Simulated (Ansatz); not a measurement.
# How ScAl3 (Pm-3m) expands on warming

Wanted: α(T), C_P(T) and B(T) of ScAl3 in the quasi-harmonic approximation. The starting cell is a computed one from a database.

Method: DFT PBEsol, scalar-relativistic, plane waves, PAW; PAW set soft_1, in Ansatz 0.2.0.

### Step 1. The structure

The structure is cubic, space group Pm-3m (No. 221). Conventional cell: a = 4.088 Å, b = 4.088 Å, c = 4.088 Å, α = 90.00°, β = 90.00°, γ = 90.00°. Sc has 12 Al at 2.89 Å nearest. Nearest to Al lie 8 Al at 2.89 Å and 4 Sc at 2.89 Å. Farther neighbours, and contacts between anions beyond the nearest, are not listed.

### Step 2. Probe on a coarse mesh

A cheap single point shows whether the cell is a metal or an insulator and how far it is from rest; that sets the k-mesh and the occupations of what follows.

input.yaml

```yaml
crystal:
  lattice:
    - [4.08780657, 0.0, 0.0]
    - [0.0, 4.08780657, 0.0]
    - [0.0, 0.0, 4.08780657]
  atoms:
    - { symbol: Sc, position: [0.0, 0.0, 0.0] }
    - { symbol: Al, position: [0.5, 0.0, 0.5] }
    - { symbol: Al, position: [0.0, 0.5, 0.5] }
    - { symbol: Al, position: [0.5, 0.5, 0.0] }
kpoints:
  mp_grid: { grid: [4, 4, 4] }
hamiltonian:
  xc: pbesol
  pseudopotentials: { kind: paw, azcp: { folder: soft_1 }, xc_functional: pbe }
scf:
  occupations: { method: gaussian, width: 0.1 }
  lower_state_search: "off"
output:
  forces: true
  stress: true
  eigenvalues: true
```

On the command line:

```console
$ ansatz run input.yaml --threads 8 --pin off --max-ram 16384MiB --backend cpu --events-out ev --progress --plain --runs-dir out
```

The log of the run:

```text
Engine: ansatz 0.2.0, aarch64-unknown-linux-gnu
Pseudopotentials: kind: paw
Pseudopotential: Sc, paw, valence charge 11, recommended cutoff 420 eV (normal), soft_1/Sc.paw.azcp
Pseudopotential: Al, paw, valence charge 3, recommended cutoff 420 eV (normal), soft_1/Al.paw.azcp
Functional definition: PBEsol
  exchange = pbesol_x
  correlation = pbesol_c
Crystal: 4 atoms, lattice volume = 68.308 Å³
Basis set: ecut = 420 eV, 1357 PW (Γ), exchange–correlation on 60×60×60 points (8 copies of the dense FFT grid, shifted against one another)
Bands: 14, of which v1, the nominal top of the filled ones, is band 10 counted from 1 (9 counted from 0)
Symmetry: 48 space group operations
Space group: Pm-3m (ITA 221), of the structure as read, at distance tolerance 4.1e-5 Å
k-points: 10 of 64
Non-local potential: Sc, projectors of the file, l = 0: 3, l = 1: 2, l = 2: 3, l = 3: 1
Non-local potential: Al, projectors of the file, l = 0: 2, l = 1: 2, l = 2: 1
PAW form: soft (Blöchl's): semilocal exchange-correlation on the pseudo side does not see the compensation charge
PAW frozen core: Sc, regenerated for the run's functional, and the local potential with it (the file was generated under x = pbe(κ = 0.804, μ = 0.219515), c = pbe(β = 0.066725))
PAW frozen core: Al, regenerated for the run's functional, and the local potential with it (the file was generated under x = pbe(κ = 0.804, μ = 0.219515), c = pbe(β = 0.066725))
PAW one-centre angular grid: Sc, 590 points (default); XC on 64 Gauss nodes
PAW one-centre angular grid: Al, 110 points (default); XC on 64 Gauss nodes
Initial density: superposition of atomic densities (chi_scale 0.1, normalization cell, long waves kept (reshape's long-wave potential 0.00 eV rms))
Initial wavefunctions: pseudopotential atomic-orbital guess
Functional: x = pbesol(κ = 0.804, μ = 0.123457), c = pbesol(β = 0.046)
SCF iter   1: F=—  HF=-3687.138395 eV  |F-HF|=—  |Δ(HF+E_count)|=         —  Δρ=2.66e-2  dr2=9.90e-1  ethr=3.10e-3  ⟨swp⟩=5.0  Hψ=717  notcnv=0
preconditioner: auto → Resta (q_TF=auto, 2.223 Å⁻¹)  ε∞=9.2  [insulator: Δε(μ)=0.222 eV  Ē_g=5.427 eV  σ=0.100 eV  W_gap=0.64  n_scr=18 (ndim 8)  ℏωp=15.6 eV  f_vac=0.000  D(μ)=4.57/eV (n_scr^D=56)  ε∞_Penn≈9.2]
SCF iter   2: F=—  HF=-3686.906036 eV  |F-HF|=—  |Δ(HF+E_count)|=   2.32e-1  Δρ=1.63e-2  dr2=2.24e-1  ethr=3.10e-3  ⟨swp⟩=2.0  Hψ=254  notcnv=0  defer=1
SCF iter   3: F=—  HF=-3686.805400 eV  |F-HF|=—  |Δ(HF+E_count)|=   1.01e-1  Δρ=7.17e-3  dr2=6.08e-2  ethr=1.12e-3  ⟨swp⟩=2.9  Hψ=267  notcnv=0  defer=1
SCF iter   4: F=—  HF=-3686.786600 eV  |F-HF|=—  |Δ(HF+E_count)|=   1.88e-2  Δρ=1.17e-3  dr2=7.21e-4  ethr=3.04e-4  ⟨swp⟩=2.1  Hψ=222  notcnv=0  defer=1
SCF iter   5: F=—  HF=-3686.786299 eV  |F-HF|=—  |Δ(HF+E_count)|=   3.01e-4  Δρ=1.95e-4  dr2=6.47e-5  ethr=3.60e-6  ⟨swp⟩=2.2  Hψ=208  notcnv=0  defer=1
SCF iter   6: F=—  HF=-3686.786285 eV  |F-HF|=—  |Δ(HF+E_count)|=   1.37e-5  Δρ=2.77e-5  dr2=1.09e-6  ethr=3.24e-7  ⟨swp⟩=2.1  Hψ=174  notcnv=0  defer=1
SCF iter   7: F=-3686.786285 eV  HF=-3686.786285 eV  |F-HF|=7.73e-11  |Δ(HF+E_count)|=   1.82e-7  Δρ=2.16e-6  dr2=2.02e-9  ethr=5.00e-10  ⟨swp⟩=5.3  Hψ=603  notcnv=0
SCF 1 converged in 7 iterations: F = -3686.786285 eV  dr2 = 2.02e-9
  greatest PAW one-centre occupation: 0.998 electrons in one spin orbital (limit 2), on the Sc atom at site 0 (counted from 0), in its partial waves of l = 0
SCF converged after 7 iterations
Free energy (F): -3686.786285 eV
Harris-Foulkes:  -3686.786285 eV  (|F-HF|=7.73e-11)
Internal energy: -3686.761648 eV  (E = F + TS)
E sigma→0 (E₀):  -3686.773967 eV
Entropy (-TS):   -0.024637 eV (-6.159 meV/atom)
Fermi energy:    9.138977 eV
--- Per-component energies (eV) ---
  E_band       = -126.279347
  E_kinetic    = 279.138825
  E_local      = -1010.113244  (includes V_loc(G=0)·N_el)
  E_nonlocal   = 173.946228
  E_hartree    = 404.687606
  E_xc         = -198.753848
  E_vxc        = -195.059596  (∫ρ·V_xc dr)
  E_paw        = -2337.702057  (= ΣΔE_a)
  E_vpaw       = -183.567411  (= ΣTr[D̂ρ^β])
  E_aug_tail   = 0.000032  (compensation charges beyond the density's cutoff)
  E_ewald      = -998.151633
  E_core_change = 0.186442  (= ΣΔE_core)
  E_smearing   = -0.024637  (= −TS)
  E_closure    = 0.000000  (closes the sum)
  Σ components = -3686.786285   (vs F -3686.786285, Δ=0.00e0)
--- Forces (eV/Å), atoms counted from 1 ---
  atom   1  Sc    -0.00000000     0.00000000     0.00000000
  atom   2  Al     0.00000000     0.00000000     0.00000000
  atom   3  Al     0.00000000     0.00000000     0.00000000
  atom   4  Al     0.00000000     0.00000000     0.00000000
  max |Σ_I F_I| component: 1.48e-31 eV/Å
--- Stress (GPa, compression-positive) ---
       -0.885209      -0.000000       0.000000
        0.000000      -0.885209       0.000000
        0.000000       0.000000      -0.885209
  P = ⅓ Tr σ = -0.8852 GPa (-8.852 kbar)
--- Band table (eV; the first three rows and the last of 10) ---
  k-point 0: bands = [... 6 lower, 6.4882, 7.3181, 7.3181, 7.3181, 10.3476, 10.4096, 10.4096, 10.4096]
  k-point 1: bands = [... 6 lower, 6.9204, 7.3703, 7.3703, 8.7815, 10.1911, 10.1911, 10.5680, 11.5426]
  k-point 2: bands = [... 6 lower, 7.4076, 7.4076, 7.6282, 9.9869, 10.1193, 10.1193, 10.4629, 10.7454]
  k-point 9: bands = [... 6 lower, 4.3299, 4.6635, 6.1693, 6.1693, 6.1693, 10.0269, 11.7141, 11.7141]
```

It took 0.79 s on 8 threads of Arm Neoverse V2, shared host; peak memory 0.33 GiB; 1.7 s of CPU time.

This step gave:

- pressure: -0.8852 GPa
- volume per atom: 17.08 Å³/atom
- gap on the k-mesh: 0 eV

The start is under -0.89 GPa at this level and looks like a metal on this mesh.

### Step 3. Relaxation

The vibrations must be taken about the equilibrium of this functional, not about the starting cell, so the structure is relaxed.

input.yaml: that of step 2 with these lines changed.

```diff
@@ -11,3 +11,3 @@
 kpoints:
-  mp_grid: { grid: [4, 4, 4] }
+  mp_grid: { grid: [10, 10, 10] }
 hamiltonian:
@@ -22 +22,6 @@
   eigenvalues: true
+relax:
+  adjacent_minimum: "off"
+  f_tol: 0.005
+  max_steps: 80
+  cell: { stress_tol: 0.05 }
```

The log of the run:

```text
[...]
Crystal: 4 atoms, lattice volume = 68.308 Å³
Basis set: ecut = 420 eV, 1357 PW (Γ), exchange–correlation on 60×60×60 points (8 copies of the dense FFT grid, shifted against one another)
Bands: 14, of which v1, the nominal top of the filled ones, is band 10 counted from 1 (9 counted from 0)
Symmetry: 48 space group operations
[...]
k-points: 56 of 1000
[...]
SCF iter   1: F=—  HF=-3687.260340 eV  |F-HF|=—  |Δ(HF+E_count)|=         —  Δρ=2.60e-2  dr2=9.17e-1  ethr=3.10e-3  ⟨swp⟩=5.3  Hψ=4197  notcnv=0
[...]
SCF iter   7: F=-3686.907973 eV  HF=-3686.907973 eV  |F-HF|=9.09e-12  |Δ(HF+E_count)|=   2.17e-9  Δρ=2.00e-6  dr2=1.80e-9  ethr=5.00e-10  ⟨swp⟩=3.9  Hψ=2498  notcnv=0
SCF 1 converged in 7 iterations: F = -3686.907973 eV  dr2 = 1.80e-9
[...]
relax step   1: F+E_penalty+E_count = -3686.90797253 eV  Δ(F+E_penalty+E_count) = +0.000e0 eV  max|allowed force component| = 1.048e-30 eV/Å  Δτ_max = 0.0000 Å  P = -1.107 GPa  Ω = 68.308 Å³  (7 SCF iters, dr2 threshold 1.00e-7 eV, accepted)
Crystal: 4 atoms, lattice volume = 66.875 Å³
[...]
iter 1 solved again at ethr=5.89e-6 eV; its pass at ethr=3.10e-3 eV (dr2=1.18e-3 eV) is discarded
[...]
SCF iter   5: F=-3686.909571 eV  HF=-3686.909571 eV  |F-HF|=3.28e-10  |Δ(HF+E_count)|=   2.94e-7  Δρ=3.69e-6  dr2=5.34e-9  ethr=2.00e-9  ⟨swp⟩=4.8  Hψ=3253  notcnv=0
SCF 2 converged in 5 iterations: F = -3686.909571 eV  dr2 = 5.34e-9
relax step   2: F+E_penalty+E_count = -3686.90957101 eV  Δ(F+E_penalty+E_count) = -1.598e-3 eV  max|allowed force component| = 2.794e-31 eV/Å  Δτ_max = 0.0000 Å  P = +0.829 GPa  Ω = 66.875 Å³  energy of the carried Pulay correction = +2.006e-4 eV  (5 SCF iters, dr2 threshold 4.00e-7 eV, accepted)
Crystal: 4 atoms, lattice volume = 67.481 Å³
[...]
SCF iter   4: F=-3686.911012 eV  HF=-3686.911012 eV  |F-HF|=8.73e-8  |Δ(HF+E_count)|=   2.56e-6  Δρ=1.47e-5  dr2=1.44e-7  ethr=2.00e-9  ⟨swp⟩=2.7  Hψ=2748  notcnv=0
SCF 3 converged in 4 iterations: F = -3686.911012 eV  dr2 = 1.44e-7
relax step   3: F+E_penalty+E_count = -3686.91101223 eV  Δ(F+E_penalty+E_count) = -1.441e-3 eV  max|allowed force component| = 3.112e-31 eV/Å  Δτ_max = 0.0000 Å  P = -0.016 GPa  Ω = 67.481 Å³  energy of the carried Pulay correction = +1.152e-4 eV  (4 SCF iters, dr2 threshold 4.00e-7 eV, accepted)
[...]
SCF iter   5: F=-3686.910901 eV  HF=-3686.910901 eV  |F-HF|=5.91e-12  |Δ(HF+E_count)|=  6.78e-11  Δρ=8.48e-8  dr2=7.44e-12  ethr=1.00e-12  ⟨swp⟩=4.1  Hψ=2491  notcnv=0
SCF 4 converged in 5 iterations: F = -3686.910901 eV  dr2 = 7.44e-12
relax step   4: F+E_penalty+E_count = -3686.91090054 eV  Δ(F+E_penalty+E_count) = +1.117e-4 eV  max|allowed force component| = 1.726e-31 eV/Å  Δτ_max = 0.0000 Å  P = -0.019 GPa  Ω = 67.481 Å³  stress off target by 1.87e-2 GPa  SCF on the basis re-selected at this cell (its energy is not comparable with the rows above)  (5 SCF iters)
basis re-selected at this cell: Δ(F+E_penalty+E_count) = +1.117e-4 eV, ΔP = -0.003 GPa vs the last step (what re-selecting the basis moved, of the pressure what is left beyond the Pulay correction that the steps carried, after the strain that the cell walked since its last selection, with what the two solves' SCF thresholds leave and, on support functions, any second-order correction that the steps lacked; it is no m [...]
SCF converged after 5 iterations
Free energy (F): -3686.910901 eV
[...]
Internal energy: -3686.905324 eV  (E = F + TS)
E sigma→0 (E₀):  -3686.908112 eV
Entropy (-TS):   -0.005576 eV (-1.394 meV/atom)
Fermi energy:    9.263135 eV
[...]
--- Stress (GPa, compression-positive) ---
       -0.018726       0.000000       0.000000
        0.000000      -0.018726      -0.000000
        0.000000      -0.000000      -0.018726
  P = ⅓ Tr σ = -0.0187 GPa (-0.187 kbar)
--- Band table (eV; the first three rows and the last of 56) ---
  k-point 0: bands = [... 6 lower, 6.6124, 7.4429, 7.4429, 7.4429, 10.4686, 10.5562, 10.5562, 10.5562]
  k-point 1: bands = [... 6 lower, 6.6847, 7.4530, 7.4530, 7.9570, 10.5023, 10.5023, 10.5859, 10.8612]
  k-point 2: bands = [... 6 lower, 6.8948, 7.4772, 7.4772, 8.5833, 10.3899, 10.3899, 10.6666, 11.6736]
  k-point 55: bands = [... 6 lower, 4.4424, 4.7367, 6.2949, 6.2949, 6.2949, 10.1967, 11.8884, 11.8884]
--- Relaxed structure (3 steps of the walk, 3 accepted, 1 SCFs on fresh bases) ---
  F+E_penalty+E_count = -3686.91090054 eV   max|allowed force component| = 1.726e-31 eV/Å   (the final SCF, on the basis selected at the relaxed cell)
  cell:  # Å, volume = 67.4814 Å³
    - [4.071252, 0, 0]
    - [0, 4.071252, 0.0]
    - [0, 0.0, 4.071252]
  atoms:
    - { symbol: Sc, position: [0, 0, 0] }
    - { symbol: Al, position: [0.5, 0, 0.5] }
    - { symbol: Al, position: [0, 0.5, 0.5] }
    - { symbol: Al, position: [0.5, 0.5, 0] }
```

Elapsed: 2 s, on 8 threads; peak memory 0.44 GiB.

Relaxation path:

```
step  energy less that of the first step (eV)  largest force component (eV/Å)  pressure (GPa)  volume (Å³)
   1                                   0.0000                          0.0000           -1.11        68.31
   2                                  -0.0016                          0.0000            0.83        66.88
   3                                  -0.0030                          0.0000           -0.02        67.48
  4*                                  -0.0029                          0.0000           -0.02        67.48
```

Relaxation steps marked * repeat the geometry before them on a plane-wave basis chosen anew for their cell, so energy and pressure can jump there.

The run keeps the 48 symmetry operations that the program found, so distortions that break them were not tested.

```
conventional cell, symmetrised  before  after  change
                         a (Å)   4.088  4.071  -0.4 %
                         b (Å)   4.088  4.071  -0.4 %
                         c (Å)   4.088  4.071  -0.4 %
              volume (Å³/atom)   17.08  16.87  -1.2 %
```

Final coordinates:

```xyz
4
Lattice="4.0713 0.0000 0.0000 0.0000 4.0713 0.0000 0.0000 0.0000 4.0713" Properties=species:S:1:pos:R:3 pbc="T T T"
Sc    0.0000    0.0000    0.0000
Al    2.0356    0.0000    2.0356
Al    0.0000    2.0356    2.0356
Al    2.0356    2.0356    0.0000
```

This step gave:

| Quantity | Value |
| --- | --- |
| pressure | -0.01873 GPa |
| volume per atom | 16.87 Å³/atom |

The relaxation ends with a pressure of -0.02 GPa.

### Step 4. Relaxing to small residual forces and stress

The relaxation is repeated with tighter thresholds on force and stress, since phonons are sensitive to what is left.

input.yaml, the sections that differ from step 3:

```yaml
crystal:
  lattice:
    - [4.07125165, 0.0, 0.0]
    - [0.0, 4.07125165, 0.0]
    - [0.0, 0.0, 4.07125165]
  atoms:
    - { symbol: Sc, position: [0.0, 0.0, 0.0] }
    - { symbol: Al, position: [0.5, 0.0, 0.5] }
    - { symbol: Al, position: [0.0, 0.5, 0.5] }
    - { symbol: Al, position: [0.5, 0.5, 0.0] }
scf:
  occupations: { method: methfessel_paxton, width: 0.2 }
  lower_state_search: "off"
relax:
  adjacent_minimum: "off"
  f_tol: 0.001
  max_steps: 60
  cell: { stress_tol: 0.01 }
# kpoints, hamiltonian, output: as in step 3
```

The log of the run:

```text
[...]
Crystal: 4 atoms, lattice volume = 67.481 Å³
Basis set: ecut = 420 eV, 1357 PW (Γ), exchange–correlation on 60×60×60 points (8 copies of the dense FFT grid, shifted against one another)
Bands: 14, of which v1, the nominal top of the filled ones, is band 10 counted from 1 (9 counted from 0)
Symmetry: 48 space group operations
[...]
k-points: 56 of 1000
[...]
k-point 55: bands = [... 6 lower, 4.4444, 4.7378, 6.2971, 6.2971, 6.2971, 10.1996, 11.8911, 11.8911]
--- Relaxed structure (3 steps of the walk, 3 accepted, 1 SCFs on fresh bases) ---
[...]
cell:  # Å, volume = 67.4675 Å³
    - [4.070972, 0, 0]
    - [0, 4.070972, 0]
    - [0, 0, 4.070972]
  atoms:
    - { symbol: Sc, position: [0, 0, 0] }
    - { symbol: Al, position: [0.5, 0, 0.5] }
    - { symbol: Al, position: [0, 0.5, 0.5] }
    - { symbol: Al, position: [0.5, 0.5, 0] }
[key lines of the parts left out:]
SCF converged after 5 iterations
Free energy (F): -3686.906863 eV
Fermi energy:    9.267772 eV
P = ⅓ Tr σ = -0.0001 GPa (-0.001 kbar)
```

Elapsed: 1.9 s, on 8 threads; peak memory 0.44 GiB; 12 s of CPU time.

Little changed from the start: no atom moved by 0.005 Å and no cell edge by 0.1 %.

This step gave:

| Property | Result |
| --- | --- |
| pressure | -8.84e-5 GPa |

The residual pressure is -8.8e-5 GPa, small enough for phonons.

(Part 1 of 2 ends here.)

[Long decimals in the printed logs are rounded to 6 places.]

[Logs are printed without paths, hosts, clocks, repeated set-up lines and the standing remarks that a program may print on its own settings, such as how far it seeks lower states.]

[Hosts, paths, dates, database ids (printed as entryN), source tags and the programs' standing remarks are cut or masked in the printed files.]

[Where the starting crystal was built by hand or by swapping elements, it need not be the compound's stable phase.]

[A step with changed settings may run another functional than the one named; its input shows which.]

[Pressures of single members of a volume series are the stress at the run's cutoff; with an incomplete basis they can lie off −dE/dV of the same runs, and they are not shown converged.]
